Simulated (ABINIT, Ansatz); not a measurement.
# A GW chain in ABINIT: SrAlGeH (P3m1), part 2 of 2

Aim: the G0W0 gap of SrAlGeH (P3m1) on LDA, step by step.

ABINIT 10.8.3; LDA and many-body steps on it, plane waves. Known limits of the many-body steps: not at the basis limit; exchange with frozen shells missing; mesh may overstate the screening; no spin-orbit coupling; coarse k mesh.

So far. Step 2 (Ground state): The gap is indirect, with the least direct gap 0.66 eV higher. Step 3 (Empty states on the mesh, 3×3×2 mesh, 56 bands): On this mesh the gap is 1.010 eV. The earlier step found 0.662 eV, so this mesh misses an edge.

**4. Screening, 3×3×2 mesh, 52 bands, screening to 98 eV**

The RPA dielectric matrix is built and inverted for each q.

This step: RPA screening on LDA, plane waves, norm-conserving pseudopotentials.

Input file run.abi:

```
acell 3*1.0 Angstrom
rprim 
  4.265790426783 0.000000000004 0.000000000000
  -2.132895213395 3.694282876813 0.000000000000
  0.000000000000 0.000000000000 4.967268000000
ntypat 4
znucl 38 13 32 1
natom 4
typat 1 2 3 4
xred 
  0.333333333333 0.666666666667 0.004601000000
  -0.000000000000 0.000000000000 0.458049000000
  0.666666666667 0.333333333333 0.561296000000
  -0.000000000000 0.000000000000 0.105252000000
pp_dirpath "pseudos"
pseudos "Sr.upf, Al.upf, Ge.upf, H.upf"
ecut 35
ngkpt 3 3 2
nshiftk 1
shiftk 0 0 0
kptopt 1
chksymbreak 0
istwfk *1
occopt 1
irdwfk 1
optdriver 3
nband 52
ecuteps 3.6
inclvkb 2
awtr 1
symchi 1
indata_prefix "in"
outdata_prefix "out"
tmpdata_prefix "tmp"
```

On the command line:

```
$ OMP_NUM_THREADS=1 mpirun -n 4 abinit run.abi > log
```

Numbers of over 12 decimals in the logs are rounded to 6 here.

The log of the run:

```text
.Version 10.8.3 of ABINIT. v10.8.2 released Aug 2026.

 Symmetries : space group P3 m 1 (#156); Bravais hP (primitive hexag.)
[... echo of the input left out ...]
== DATASET  1 ==================================================================
-   mpi_nproc: 4, omp_nthreads: 1 (-1 if OMP is not activated)

--- !DatasetInfo
iteration_state: {dtset: 1, }
dimensions: {natom: 4, nkpt: 6, mband: 52, nsppol: 1, nspinor: 1, nspden: 1, mpw: 5265, }
cutoff_energies: {ecut:  35.0, pawecutdg:  -1.0, }
electrons: {nelect:   2.80000000E+01, charge:   0.00000000E+00, occopt:   1.00000000E+00, tsmear:   1.00000000E-02, }

 SCREENING: Calculation of the susceptibility and dielectric matrices

 Based on a program developped by R.W. Godby, V. Olevano, G. Onida, and L. Reining.
 Incorporated in ABINIT by V. Olevano, G.-M. Rignanese, and M. Torrent.
.Using double precision arithmetic ; gwpc =  8

[... cell and pseudopotentials left out ...]
--------------------------------------------------------------------------------

 ==== K-mesh for the wavefunctions ====
 Number of points in the irreducible wedge :     6
[... list of points left out ...]
 Together with  6 symmetry operations and time-reversal symmetry
 yields    18 points in the full Brillouin Zone.

 ==== Q-mesh for the screening function ====
 Number of points in the irreducible wedge :     6
[... list of points left out ...]
 Together with  6 symmetry operations and time-reversal symmetry
 yields    18 points in the full Brillouin Zone.

 setmesh: FFT mesh size selected  =    25x   25x   36
          total number of points  =        22500

 vcoul_init : cutoff-mode = AUXILIARY_FUNCTION
 q-points for optical limit:   1
     1)      0.000010    0.000020    0.000030

- screening: taking advantage of time-reversal symmetry
- Maximum band index for partially occupied states nbvw = 14
- Remaining bands to be divided among processors   nbcw = 38
- Number of bands treated by each node ~9

 Number of electrons calculated from density =   28.0000; Expected =   28.0000
 average of density, n =  0.053005
 r_s =    1.6515
 omega_plasma =   22.2082 [eV]

 calculating chi0 at frequencies [eV] :
  1    0.000000E+00    0.000000E+00
  2    0.000000E+00    2.220817E+01

--------------------------------------------------------------------------------
  q-point number  1        q = ( 0.000000, 0.000000, 0.000000) [r.l.u.]
--------------------------------------------------------------------------------
[... chi0 elements left out ...]
 For q-point:  0.000010 0.000020 0.000030
  dielectric constant =  25.8859
  dielectric constant without local fields =  29.2825

  Average fulfillment of the sum rule on Im[epsilon] for q-point    1 :     44.56  [%]
[... wings left out ...]
  q-point number  2        q = ( 0.333333, 0.000000, 0.000000) [r.l.u.]
--------------------------------------------------------------------------------
[... chi0 elements left out ...]
  Average fulfillment of the sum rule on Im[epsilon] for q-point    2 :     54.09  [%]

 [... 4 further q-points ...]
```

Run time: 7.6 s. Hardware: 4 MPI ranks of Arm Neoverse V2, shared host; peak memory 0.61 GiB.

Numbers from this step:

* ε∞ with local fields, on this mesh, along the program's q direction: 25.89
* the same without local fields: 29.28
* plasma frequency: 22.21 eV
* plane waves in the screening matrix: 159

Local fields lower ε∞ by 12 %. On a Γ-centred mesh this coarse the value itself is usually too large, while a short band sum pulls it down.

**5. Self-energy, 3×3×2 mesh, 52 bands, screening to 98 eV**

The self-energy is evaluated for the states that the input lists, and the levels follow from it, in one-shot runs by the linearised quasiparticle equation.

This step: G0W0 on LDA, plane waves, norm-conserving pseudopotentials.

Changes to run.abi since step 4:

```diff
@@ -25,8 +25,19 @@
 irdwfk 1
-optdriver 3
+optdriver 4
 nband 52
+gwcalctyp 0
+ecutsigx 35
+symsigma 1
+nkptgw 3
+kptgw 
+  0.0000000000 0.0000000000 0.5000000000
+  0.3333333333 0.0000000000 0.0000000000
+  0.0000000000 0.0000000000 0.0000000000
+bdgw 
+  12 17
+  13 16
+  13 17
 ecuteps 3.6
-inclvkb 2
-awtr 1
-symchi 1
+irdscr 1
+ppmodel 1
 indata_prefix "in"
```

The log of the run:

```text
.Version 10.8.3 of ABINIT. v10.8.2 released Aug 2026.

 Symmetries : space group P3 m 1 (#156); Bravais hP (primitive hexag.)
[... echo of the input left out ...]
== DATASET  1 ==================================================================
-   mpi_nproc: 4, omp_nthreads: 1 (-1 if OMP is not activated)

--- !DatasetInfo
iteration_state: {dtset: 1, }
dimensions: {natom: 4, nkpt: 6, mband: 52, nsppol: 1, nspinor: 1, nspden: 1, mpw: 5265, }
cutoff_energies: {ecut:  35.0, pawecutdg:  -1.0, }
electrons: {nelect:   2.80000000E+01, charge:   0.00000000E+00, occopt:   1.00000000E+00, tsmear:   1.00000000E-02, }

 SIGMA: Calculation of the GW corrections

 Based on a program developped by R.W. Godby, V. Olevano, G. Onida, and L. Reining.
 Incorporated in ABINIT by V. Olevano, G.-M. Rignanese, and M. Torrent.
.Using double precision arithmetic ; gwpc =  8

[... cell and pseudopotentials left out ...]
--------------------------------------------------------------------------------

 ==== K-mesh for the wavefunctions ====
 Number of points in the irreducible wedge :     6
[... list of points left out ...]
 Together with  6 symmetry operations and time-reversal symmetry
 yields    18 points in the full Brillouin Zone.

 ==== Q-mesh for screening function ====
 Number of points in the irreducible wedge :     6
[... list of points left out ...]
 Together with  6 symmetry operations and time-reversal symmetry
 yields    18 points in the full Brillouin Zone.

 vcoul_init : cutoff-mode = AUXILIARY_FUNCTION
 q-points for optical limit:   1
     1)      0.000010    0.000020    0.000030
 setmesh: FFT mesh size selected  =    40x   40x   50
          total number of points  =        80000

 Number of electrons calculated from density =   28.0000; Expected =   28.0000
 average of density, n =  0.053005
 r_s =    1.6515
 omega_plasma =   22.2082 [eV]

 === KS Band Gaps ===
  >>>> For spin  1
   Minimum direct gap =   1.3269 [eV], located at k-point      :   0.0000  0.0000  0.5000
   Fundamental gap    =   1.0106 [eV], Top of valence bands at :   0.0000  0.0000  0.5000
                                       Bottom of conduction at :   0.3333  0.0000  0.0000
 SIGMA fundamental parameters:
 PLASMON POLE MODEL  1
 number of plane-waves for SigmaX                 5245
 number of plane-waves for SigmaC and W            159
 number of plane-waves for wavefunctions          5245
 number of bands                                    52
 number of independent spin polarizations            1
 number of spinorial components                      1
 number of k-points in IBZ                           6
 number of q-points in IBZ                           6
 number of symmetry operations                       6
 number of k-points in BZ                           18
 number of q-points in BZ                           18
 number of frequencies for dSigma/dE                 9
 frequency step for dSigma/dE [eV]                0.25
 number of omega for Sigma on real axis              0
 max omega for Sigma on real axis  [eV]           0.00
 zcut for avoiding poles [eV]                     0.10

 EPSILON^-1 parameters (SCR file):
 dimension of the eps^-1 matrix on file            159
 dimension of the eps^-1 matrix used               159
 number of plane-waves for wavefunctions          5245
 number of bands                                    52
 number of q-points in IBZ                           6
 number of frequencies                               2
 number of real frequencies                          1
 number of imag frequencies                          1

 matrix elements of self-energy operator (all in [eV])

 Perturbative Calculation

--- !SelfEnergy_ee
iteration_state: {dtset: 1, }
kpoint     : [   0.000,    0.000,    0.500, ]
spin       : 1
KS_gap     :    1.327
QP_gap     :    1.949
Delta_QP_KS:    0.622
data: !SigmaeeData |
     Band     E0 <VxcDFT>   SigX SigC(E0)      Z dSigC/dE  Sig(E)    E-E0       E
       12   5.185 -11.409 -13.303   1.789   0.777  -0.287 -11.491  -0.082   5.104
       13   5.185 -11.409 -13.303   1.789   0.777  -0.287 -11.491  -0.082   5.104
       14   5.365 -10.947 -12.438   1.502   0.779  -0.284 -10.938   0.008   5.374
       15   6.692 -11.194  -6.918  -3.467   0.779  -0.284 -10.563   0.630   7.323
       16   7.241  -9.902  -5.373  -3.540   0.787  -0.270  -9.124   0.778   8.019
       17   7.241  -9.902  -5.373  -3.540   0.787  -0.270  -9.124   0.778   8.019

--- !SelfEnergy_ee
iteration_state: {dtset: 1, }
kpoint     : [   0.333,    0.000,    0.000, ]
spin       : 1
KS_gap     :    1.918
QP_gap     :    2.451
Delta_QP_KS:    0.533
data: !SigmaeeData |
     Band     E0 <VxcDFT>   SigX SigC(E0)      Z dSigC/dE  Sig(E)    E-E0       E
       13   4.092 -10.854 -13.022   1.993   0.770  -0.299 -10.989  -0.135   3.957
       14   4.458 -10.188 -11.611   1.473   0.776  -0.288 -10.150   0.038   4.496
       15   6.376  -9.481  -5.371  -3.384   0.786  -0.273  -8.910   0.571   6.947
       16   7.603  -9.786  -5.437  -3.558   0.790  -0.266  -9.161   0.625   8.228

--- !SelfEnergy_ee
iteration_state: {dtset: 1, }
kpoint     : [   0.000,    0.000,    0.000, ]
spin       : 1
KS_gap     :    1.820
QP_gap     :    2.430
Delta_QP_KS:    0.609
data: !SigmaeeData |
     Band     E0 <VxcDFT>   SigX SigC(E0)      Z dSigC/dE  Sig(E)    E-E0       E
       13   4.773 -10.999 -12.736   1.704   0.777  -0.287 -11.024  -0.025   4.747
       14   4.773 -10.999 -12.736   1.704   0.777  -0.287 -11.024  -0.025   4.747
       15   6.593 -10.275  -6.050  -3.477   0.781  -0.280  -9.691   0.584   7.177
       16   8.493 -10.060  -5.541  -3.687   0.780  -0.281  -9.410   0.649   9.142
       17   8.493 -10.060  -5.541  -3.687   0.780  -0.281  -9.410   0.649   9.142

== END DATASET(S) ==============================================================
================================================================================

 -outvars: echo values of variables after computation  --------
           etotal      0.0000000000E+00
            nband          52
             nkpt           6
          spgroup         156
 [... the other variables as echoed above ...]

 Calculation completed.
```

It took 5.4 s on 4 MPI ranks; peak memory 0.48 GiB.

Numbers from this step:

| Property | Result |
| --- | --- |
| G0W0 gap on the points computed | 1.573 eV |
| starting gap on the mesh | 1.010 eV |
| k of the valence top | 0, 0, 0.5 |
| k of the conduction bottom | 0.3333, 0, 0 |
| Z at the valence top | 0.779 |
| Z at the conduction bottom | 0.786 |
| least direct G0W0 gap on the computed points | 1.949 eV |

The gap on the mesh goes from 1.01 eV to 1.57 eV, a correction of +0.56 eV. The start differs from the 0.66 eV found before because the two sample other k points.

Limits: finite bands, cutoff and mesh; exchange with frozen shells missing; no spin-orbit coupling; coarse k mesh. v1 is the top filled band, c1 the lowest empty one. The levels before and after the correction (eV, zero at the valence-band top of each column):

```
           conduction bottom  valence top
Kohn-Sham               1.01         0.00
     G0W0               1.57         0.00
```

```
                     level  energy (eV)
Kohn-Sham  (0 0 0.5) v3-v2       -0.180
Kohn-Sham     (0 0 0.5) v1        0.000
Kohn-Sham     (0 0 0.5) c1        1.327
Kohn-Sham  (0 0 0.5) c2-c3        1.875
Kohn-Sham   (0.333 0 0) v2       -1.273
Kohn-Sham   (0.333 0 0) v1       -0.908
Kohn-Sham   (0.333 0 0) c1        1.010
Kohn-Sham   (0.333 0 0) c2        2.238
     G0W0  (0 0 0.5) v3-v2       -0.270
     G0W0     (0 0 0.5) v1        0.000
     G0W0     (0 0 0.5) c1        1.949
     G0W0  (0 0 0.5) c2-c3        2.645
     G0W0   (0.333 0 0) v2       -1.417
     G0W0   (0.333 0 0) v1       -0.878
     G0W0   (0.333 0 0) c1        1.573
     G0W0   (0.333 0 0) c2        2.854
```

**6. Where the time went**

Times are wall times on 4 MPI ranks of Arm Neoverse V2, shared host, good to a factor of about two.

```
                    step   time  share  memory (GiB)
            ground state   27 s   46 %          0.36
empty states on the mesh   18 s   32 %           0.3
               screening  7.6 s   13 %          0.61
             self-energy  5.4 s    9 %          0.48
```

**7. What came out**

```json
{
  "LDA gap": "0.66 eV, indirect",
  "G0W0 gap on the mesh": "1.57 eV",
  "G0W0 gap over the zone (rigid shift)": "1.22 eV",
  "GW settings": "3×3×2 mesh, 52 bands, screening to 98 eV, Godby-Needs plasmon pole",
  "known limits": "not at the basis limit; exchange with frozen shells missing; mesh may overstate the screening; no spin-orbit coupling; coarse k mesh"
}
```

In words: G0W0 moves the gap on the mesh from 1.01 eV to 1.57 eV (+0.56 eV), with Z of 0.78 and 0.79 at the edges. The mesh misses the band edges by 0.35 eV in all; a rigid shift gives 1.22 eV for the zone. Local fields lower the RPA ε∞ on this mesh from 29.28 to 25.89; a Γ-centred mesh this coarse tends to raise both, most where the direct gap is narrow, while a short band sum lowers them. Only 3 of the mesh's irreducible points were corrected, so a valley elsewhere could overtake. Bands and cutoff are finite, so the gap is not at the basis limit. The miss can reach some tenths of an eV and take either sign; the mesh is an error of its own. In the G0W0 run levels were corrected at 3 k points alone, so a gap called «on the mesh» is the least over those, and an edge elsewhere would be missed. A denser mesh or path gives a starting gap of 0.66 eV: the GW mesh misses a band edge, so its gaps are not the fundamental one. The 3×3×2 mesh is coarse for this cell, which bears on the long-range parts of exchange and screening. The norm-conserving file of at least one element keeps a d shell over frozen s and p shells of the same row. Exchange with those shells is missing from the self-energy, an error of 0.3 to 0.9 eV in cases checked, whose sign depends on which edge lies on those atoms. The RPA ε∞ on this mesh reaches over 25; with a narrow direct gap a coarse mesh can overstate it, and the correction is then too small. The many-body steps are scalar-relativistic: spin-orbit coupling is not in them.

[Paths, hosts, dates, memory and timing lines, banners, echoed tables and standing remarks are left out of the program output.]

[Logs are printed without paths, hosts, clocks, repeated set-up lines and the standing remarks that a program may print on its own settings, such as how far it seeks lower states.]

[Runs of the session that timed out or met a known fault of the program may be left out.]

[Hosts, paths, dates, database ids (printed as entryN), source tags and the programs' standing remarks are cut or masked in the printed files.]

[G0W0 gaps are taken among the corrected bands and points alone; a level outside them can change the order at an edge.]

[Where Ansatz stands beside ABINIT at settings called matched, ABINIT's density can come from a denser mesh and the files from another edition; pairs whose starting gaps differed by over 0.03 eV were left out, so agreement reads better than it is.]
